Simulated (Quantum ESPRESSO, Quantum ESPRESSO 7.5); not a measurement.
**1T-TiO2, 1 layer: parallel layout and speed**

Which layout of ranks, pools and threads suits 1T-TiO2, 1 layer? The physics should not care; the clock does.

Calculated with Quantum ESPRESSO 7.5; plane-wave DFT, PBE, GBRV ultrasoft pseudopotentials.

### 1. The starting structure

The cell holds 3 atoms: 2 O and 1 Ti. Its edges and angles: a = 2.990 Å, b = 2.990 Å, c = 19.461 Å, α = 90.0°, β = 90.0°, γ = 120.0°. It derives from TiO2. Vacuum lies along c.

As a file:

```cif
data_structure
_symmetry_space_group_name_H-M 'P 1'
_symmetry_Int_Tables_number 1
_cell_length_a 2.9900
_cell_length_b 2.9900
_cell_length_c 19.4612
_cell_angle_alpha 90.000
_cell_angle_beta 90.000
_cell_angle_gamma 120.000
_cell_volume 150.68
loop_
_atom_site_label
_atom_site_type_symbol
_atom_site_fract_x
_atom_site_fract_y
_atom_site_fract_z
_atom_site_occupancy
O1 O 0.66667 0.33333 0.93677 1
Ti2 Ti 0.00000 0.00000 0.00000 1
O3 O 0.33333 0.66667 0.06323 1
```

This sheet is a model structure: its symmetry is held, and its stability is not tested here.

### 2. SCF with pw.x: 4 ranks, 4 pools, 1 thread a rank

The first run is the reference of the series.

c0.in reads:

```
&control
  prefix = 'c0'
  outdir = './out'
  pseudo_dir = './pseudo'
  calculation = 'scf'
  tprnfor = .true.
/
&system
  ibrav = 0
  nat = 3
  ntyp = 2
  ecutwfc = 40
  ecutrho = 200
  occupations = 'smearing'
  smearing = 'fd'
  degauss = 0.004
  assume_isolated = 'esm'
  esm_bc = 'bc1'
/
&electrons
  conv_thr = 1e-07
  mixing_beta = 0.4
  electron_maxstep = 120
  mixing_mode = 'local-TF'
/
ATOMIC_SPECIES
  O   15.9990  o_pbe_v1.2.uspp.F.UPF
  Ti  47.8670  ti_pbe_v1.4.uspp.F.UPF
CELL_PARAMETERS angstrom
  2.99000000000000 0.00000000000000 0.00000000000000
  -1.49500000000000 2.58941595731547 0.00000000000000
  0.00000000000000 0.00000000000000 19.46119212307099
ATOMIC_POSITIONS crystal
  O   0.666666666667 0.333333333333 -0.063233333999
  Ti  0.000000000000 0.000000000000 0.000000000000
  O   0.333333333333 0.666666666667 0.063233333999
K_POINTS automatic
  12 12 1 0 0 0
```

The run is started by

```
$ OMP_NUM_THREADS=1 mpirun -n 4 pw.x -nk 4 -in c0.in > c0.out
```

The program printed:

```text
Program PWSCF v.7.5 starts
[citation notice left out]

     Parallel version (MPI & OpenMP), running on       4 processor cores
     Number of MPI processes:                 4
     Threads/MPI process:                     1

     MPI processes distributed on     1 nodes
[...]
Current dimensions of program PWSCF are:
     Max number of different atomic species (ntypx) = 10
     Max number of k-points (npk) =  40000
     Max angular momentum in pseudopotentials (lmaxx) =  4
     Message from routine setup:
     using ibrav=0 with symmetry is DISCOURAGED, use correct ibrav instead

     K-points division:     npool     =       4
     Subspace diagonalization in iterative solution of the eigenvalue problem:
     a serial algorithm will be used

     G-vector sticks info
     --------------------
     sticks:   dense  smooth     PW     G-vecs:    dense   smooth      PW
     Sum         439     361    109                48627    34829    6083

     Using Slab Decomposition

     bravais-lattice index     =            0
     lattice parameter (alat)  =       5.6503  a.u.
     unit-cell volume          =    1016.8082 (a.u.)^3
     number of atoms/cell      =            3
     number of atomic types    =            2
     number of electrons       =        24.00
     number of Kohn-Sham states=           16
     kinetic-energy cutoff     =      40.0000  Ry
     charge density cutoff     =     200.0000  Ry
     scf convergence threshold =      1.0E-07
     mixing beta               =       0.4000
     number of iterations used =            8  local-TF  mixing
     Exchange-correlation=  SLA  PW   PBX  PBC
                           (   1   4   3   4   0   0   0)

     Effective Screening Medium Method
     =================================
     Boundary Conditions: Vacuum-Slab-Vacuum
     total charge in unit cell        =   0.0000
     grid points for fit at edges     =        4

     celldm(1)=   5.650281  celldm(2)=   0.000000  celldm(3)=   0.000000
     celldm(4)=   0.000000  celldm(5)=   0.000000  celldm(6)=   0.000000

     crystal axes: (cart. coord. in units of alat)
               a(1) = (   1.000000   0.000000   0.000000 )
               a(2) = (  -0.500000   0.866025   0.000000 )
               a(3) = (   0.000000   0.000000   6.508760 )

     reciprocal axes: (cart. coord. in units 2 pi/alat)
               b(1) = (  1.000000  0.577350 -0.000000 )
               b(2) = (  0.000000  1.154701  0.000000 )
               b(3) = (  0.000000 -0.000000  0.153639 )

     PseudoPot. # 1 for O  read from file:
     ./pseudo/o_pbe_v1.2.uspp.F.UPF
     Pseudo is Ultrasoft + core correction, Zval =  6.0
     Generated by new atomic code, or converted to UPF format
     Using radial grid of  737 points,  5 beta functions with:
                l(1) =   0
                l(2) =   0
                l(3) =   1
                l(4) =   1
                l(5) =   2
     Q(r) pseudized with  8 coefficients,  rinner =    0.900   0.900   0.900
                                                       0.900   0.900

     PseudoPot. # 2 for Ti read from file:
     ./pseudo/ti_pbe_v1.4.uspp.F.UPF
     Pseudo is Ultrasoft + core correction, Zval = 12.0
     Generated by new atomic code, or converted to UPF format
     Using radial grid of  851 points,  6 beta functions with:
                l(1) =   0
                l(2) =   0
                l(3) =   1
                l(4) =   1
                l(5) =   2
                l(6) =   2
     Q(r) pseudized with  6 coefficients,  rinner =    1.000   1.000   1.000
                                                       1.000   1.000

     atomic species   valence    mass     pseudopotential
     O                 6.00    15.99900     O ( 1.00)
     Ti               12.00    47.86700     Ti( 1.00)

     12 Sym. Ops., with inversion, found

   Cartesian axes

     site n.     atom                  positions (alat units)
         1        O      tau(   1) = (   0.5000000   0.2886751  -0.4115706  )
         2        Ti     tau(   2) = (   0.0000000   0.0000000   0.0000000  )
         3        O      tau(   3) = (  -0.0000000   0.5773503   0.4115706  )

     number of k points=    19  Fermi-Dirac smearing, width (Ry)=  0.0040
                       cart. coord. in units 2pi/alat
        k(    1) = (   0.0000000   0.0000000   0.0000000), wk =   0.0138889
        k(    2) = (   0.0000000   0.0962250   0.0000000), wk =   0.0833333
        k(    3) = (   0.0000000   0.1924501   0.0000000), wk =   0.0833333
        k(    4) = (   0.0000000   0.2886751   0.0000000), wk =   0.0833333
        k(    5) = (   0.0000000   0.3849002   0.0000000), wk =   0.0833333
        k(    6) = (   0.0000000   0.4811252   0.0000000), wk =   0.0833333
        k(    7) = (   0.0000000  -0.5773503   0.0000000), wk =   0.0416667
        k(    8) = (   0.0833333   0.1443376   0.0000000), wk =   0.0833333
        k(    9) = (   0.0833333   0.2405626   0.0000000), wk =   0.1666667
        k(   10) = (   0.0833333   0.3367877   0.0000000), wk =   0.1666667
[...]
k(   19) = (   0.3333333   0.5773503   0.0000000), wk =   0.0277778

     Dense  grid:    48627 G-vectors     FFT dimensions: (  25,  25, 180)

     Smooth grid:    34829 G-vectors     FFT dimensions: (  24,  24, 150)

     Estimated max dynamical RAM per process >      76.50 MB

     Estimated total dynamical RAM >     270.37 MB

     Check: negative core charge=   -0.000002

     Initial potential from superposition of free atoms

     starting charge      23.0000, renormalised to      24.0000

     negative rho (up, down):  4.758E-03 0.000E+00
     Starting wfcs are   18 randomized atomic wfcs

     total cpu time spent up to now is        0.6 secs

     per-process dynamical memory:    38.6 Mb

     Self-consistent Calculation

     iteration #  1     ecut=    40.00 Ry     beta= 0.40
     Davidson diagonalization with overlap
     ethr =  1.00E-02,  avg # of iterations =  2.0

     negative rho (up, down):  5.356E-03 0.000E+00

     total cpu time spent up to now is        1.3 secs

     total energy              =    -183.92713087 Ry
     estimated scf accuracy    <       0.65524309 Ry

     iteration #  2     ecut=    40.00 Ry     beta= 0.40
[...]
negative rho (up, down):  5.404E-03 0.000E+00

[...]
total energy              =    -184.04773762 Ry
     estimated scf accuracy    <       0.06961384 Ry

     iteration #  3     ecut=    40.00 Ry     beta= 0.40
[...]
negative rho (up, down):  6.009E-03 0.000E+00

[...]
total energy              =    -184.15894087 Ry
     estimated scf accuracy    <       0.11015422 Ry

     iteration #  4     ecut=    40.00 Ry     beta= 0.40
[...]
negative rho (up, down):  5.622E-03 0.000E+00

[...]
total energy              =    -184.15219480 Ry
     estimated scf accuracy    <       0.27348840 Ry

     iteration #  5     ecut=    40.00 Ry     beta= 0.40
[...]
negative rho (up, down):  4.245E-03 0.000E+00

[...]
total energy              =    -184.07578376 Ry
     estimated scf accuracy    <       0.29713025 Ry

     iteration #  6     ecut=    40.00 Ry     beta= 0.40
[...]
negative rho (up, down):  4.165E-03 0.000E+00

[...]
total energy              =    -184.10879475 Ry
     estimated scf accuracy    <       0.00493378 Ry

     iteration #  7     ecut=    40.00 Ry     beta= 0.40
[...]
negative rho (up, down):  4.236E-03 0.000E+00

[...]
total energy              =    -184.11540386 Ry
     estimated scf accuracy    <       0.00149780 Ry

     iteration #  8     ecut=    40.00 Ry     beta= 0.40
[...]
negative rho (up, down):  4.020E-03 0.000E+00

[...]
total energy              =    -184.11647541 Ry
     estimated scf accuracy    <       0.02660921 Ry

     iteration #  9     ecut=    40.00 Ry     beta= 0.40
[...]
negative rho (up, down):  3.683E-03 0.000E+00

[...]
total energy              =    -184.11411872 Ry
     estimated scf accuracy    <       0.01881323 Ry

     iteration # 10     ecut=    40.00 Ry     beta= 0.40
[...]
negative rho (up, down):  3.412E-03 0.000E+00

[...]
total energy              =    -184.11268100 Ry
     estimated scf accuracy    <       0.00905394 Ry

     iteration # 11     ecut=    40.00 Ry     beta= 0.40
[...]
negative rho (up, down):  3.222E-03 0.000E+00

[...]
total energy              =    -184.11281501 Ry
     estimated scf accuracy    <       0.00162277 Ry

     iteration # 12     ecut=    40.00 Ry     beta= 0.40
[...]
negative rho (up, down):  3.235E-03 0.000E+00

[...]
total energy              =    -184.11364332 Ry
     estimated scf accuracy    <       0.00079194 Ry

     iteration # 13     ecut=    40.00 Ry     beta= 0.40
[...]
negative rho (up, down):  3.997E-03 0.000E+00

[...]
total energy              =    -184.11393873 Ry
     estimated scf accuracy    <       0.00205867 Ry

     iteration # 14     ecut=    40.00 Ry     beta= 0.40
[...]
negative rho (up, down):  4.481E-03 0.000E+00

[...]
total energy              =    -184.11327639 Ry
     estimated scf accuracy    <       0.00204637 Ry

     iteration # 15     ecut=    40.00 Ry     beta= 0.40
[...]
negative rho (up, down):  4.597E-03 0.000E+00

[...]
total energy              =    -184.11324117 Ry
     estimated scf accuracy    <       0.00035992 Ry

     iteration # 16     ecut=    40.00 Ry     beta= 0.40
[...]
negative rho (up, down):  4.513E-03 0.000E+00

[...]
total energy              =    -184.11331916 Ry
     estimated scf accuracy    <       0.00003072 Ry

     iteration # 17     ecut=    40.00 Ry     beta= 0.40
[...]
negative rho (up, down):  4.658E-03 0.000E+00

[...]
total energy              =    -184.11330484 Ry
     estimated scf accuracy    <       0.00000444 Ry

     iteration # 18     ecut=    40.00 Ry     beta= 0.40
[...]
negative rho (up, down):  4.764E-03 0.000E+00

[...]
total energy              =    -184.11327093 Ry
     estimated scf accuracy    <       0.00003071 Ry

     iteration # 19     ecut=    40.00 Ry     beta= 0.40
[...]
negative rho (up, down):  4.809E-03 0.000E+00

[...]
total energy              =    -184.11323402 Ry
     estimated scf accuracy    <       0.00000976 Ry

     iteration # 20     ecut=    40.00 Ry     beta= 0.40
[...]
negative rho (up, down):  4.838E-03 0.000E+00

[...]
total energy              =    -184.11323106 Ry
     estimated scf accuracy    <       0.00000098 Ry

     iteration # 21     ecut=    40.00 Ry     beta= 0.40
[...]
negative rho (up, down):  4.825E-03 0.000E+00

[...]
End of self-consistent calculation

          k = 0.0000 0.0000 0.0000 (  4371 PWs)   bands (ev):

   -65.7261 -41.8757 -41.7070 -41.7070 -25.5608 -24.6613 -12.3280 -11.0877
   -11.0877  -9.5468  -8.8751  -8.8751  -6.6572  -6.6572  -5.9585  -3.9819

          k = 0.0000 0.0962 0.0000 (  4364 PWs)   bands (ev):

   -65.7221 -41.8691 -41.7372 -41.7133 -25.4974 -24.6691 -12.2240 -11.2508
   -11.0448  -9.4017  -9.2165  -9.0036  -6.6359  -6.5271  -5.9340  -4.0997

          k = 0.0000 0.1925 0.0000 (  4366 PWs)   bands (ev):

   -65.7112 -41.8514 -41.8184 -41.7303 -25.3245 -24.6887 -11.9494 -11.5308
   -10.9422  -9.9997  -9.2738  -9.1987  -6.6770  -6.2429  -5.8359  -4.2921

          k = 0.0000 0.2887 0.0000 (  4362 PWs)   bands (ev):

   -65.6963 -41.9297 -41.8251 -41.7535 -25.0967 -24.7030 -11.8596 -11.4879
   -10.8538 -10.7960  -9.5014  -9.2317  -6.8168  -5.9540  -5.6715  -4.2965

          k = 0.0000 0.3849 0.0000 (  4348 PWs)   bands (ev):

   -65.6813 -42.0379 -41.7999 -41.7766 -24.9274 -24.6529 -12.1136 -11.5047
   -10.8978 -10.8502  -9.5866  -9.5021  -6.9853  -5.7283  -5.4860  -4.0748

          k = 0.0000 0.4811 0.0000 (  4352 PWs)   bands (ev):

   -65.6702 -42.1160 -41.7935 -41.7814 -24.8908 -24.5240 -12.4998 -11.4360
   -10.9027 -10.7811  -9.7316  -9.5714  -7.1231  -5.5841  -5.3238  -3.8136

[...]
the Fermi energy is    -8.0484 ev

!    total energy              =    -184.11322336 Ry
     estimated scf accuracy    <       0.00000009 Ry
     smearing contrib. (-TS)   =      -0.00000000 Ry
     internal energy E=F+TS    =    -184.11322335 Ry

     The total energy is F=E-TS. E is the sum of the following terms:
     one-electron contribution =     496.51145393 Ry
     hartree contribution      =    -251.96369635 Ry
     xc contribution           =     -32.25034522 Ry
     ewald contribution        =    -396.41063572 Ry

     convergence has been achieved in  21 iterations

     negative rho (up, down):  4.825E-03 0.000E+00

     Forces acting on atoms (cartesian axes, Ry/au):

     atom    1 type  1   force =     0.00000000    0.00000000    0.16158052
     atom    2 type  2   force =     0.00000000    0.00000000    0.00000000
     atom    3 type  1   force =     0.00000000    0.00000000   -0.16158052

     Total force =     0.228509     Total SCF correction =     0.000044

[...]
=------------------------------------------------------------------------------=
   JOB DONE.
=------------------------------------------------------------------------------=
[...]
```

It took 18 s on 4 MPI ranks of Arm Neoverse V2, shared host; peak memory 0.42 GiB.

This step gave:

```
free energy                                                    : -2504.9880 eV
Fermi energy                                                   : -8.048 eV
valence top, on the run's zero                                 : -8.875 eV
conduction bottom, on the run's zero                           : -7.179 eV
gap by band count                                              : 1.696 eV
vacuum line at the lower end of the cell, over the valence top : 8.875 eV
vacuum line at the upper end of the cell, over the valence top : 8.875 eV
```

Electrostatic potential energy of an electron; zero at the highest filled level of the SCF mesh. Potential energy, planar mean against z:

z (Å), potential energy, planar mean (eV) and a bar from the least value:
```
     -9.5        8.9 ##############################
     -9.0        8.9 ##############################
     -8.5        8.9 ##############################
     -8.0        8.9 ##############################
     -7.5        8.9 ##############################
     -7.0        8.9 ##############################
     -6.5        8.9 ##############################
     -6.0        8.9 ##############################
     -5.5        8.9 ##############################
     -5.0        8.9 ##############################
     -4.5        8.9 ##############################
     -4.0        8.9 ##############################
     -3.5        8.9 ##############################
     -3.0        8.8 ##############################
     -2.5        8.7 ##############################
     -2.0        7.4 ############################
     -1.5       -0.5 ####################
     -1.0       -5.2 ##############
     -0.5       -9.0 ##########
      0.0      -18.4 
      0.5       -9.0 ##########
      1.0       -5.2 ##############
      1.5       -0.5 ####################
      2.0        7.4 ############################
      2.5        8.7 ##############################
      3.0        8.8 ##############################
      3.5        8.9 ##############################
      4.0        8.9 ##############################
      4.5        8.9 ##############################
      5.0        8.9 ##############################
      5.5        8.9 ##############################
      6.0        8.9 ##############################
      6.5        8.9 ##############################
      7.0        8.9 ##############################
      7.5        8.9 ##############################
      8.0        8.9 ##############################
      8.5        8.9 ##############################
      9.0        8.9 ##############################
      9.5        8.9 ##############################
```

The program's own clock; routines nest. Time by routine:

```
  routine  wall time (s)  calls
    PWSCF          16.96      1
electrons          16.19      1
  c_bands           8.87     21
  cegterg           8.23    105
    h_psi            6.5    555
     fftw           5.92  11884
 vloc_psi           5.66    555
  mix_rho           3.96     21
     ffts           2.42   2503
 sum_band           1.95     21
 v_of_rho           0.75     22
     newd           0.68     22
   calbec           0.55    680
 init_run           0.52      1
```

The vacuum levels are read from the outermost 0.7 Å of the cell on either side.

The run needed 21 iterations to bring the estimated error under 1e-07 Ry; the largest force on any atom, held or free, is 4.15 eV/Å, so this geometry is far from relaxed and its levels are not those of the real material.

Inside the slab this potential holds the local part of the pseudopotentials, which can be repulsive at the nuclei; only its value in the vacuum has a meaning of its own.

(Continued in part 2 of 3.)

[Logs are printed without paths, hosts, clocks, repeated set-up lines and the standing remarks that a program may print on its own settings, such as how far it seeks lower states.]

[Hosts, paths, dates, database ids (printed as entryN), source tags and the programs' standing remarks are cut or masked in the printed files.]

[Maps of the electrostatic potential energy from Ansatz leave out the sawtooth potential of an applied field or a dipole correction, so their vacuum need not be flat; planar profiles and work functions include it.]
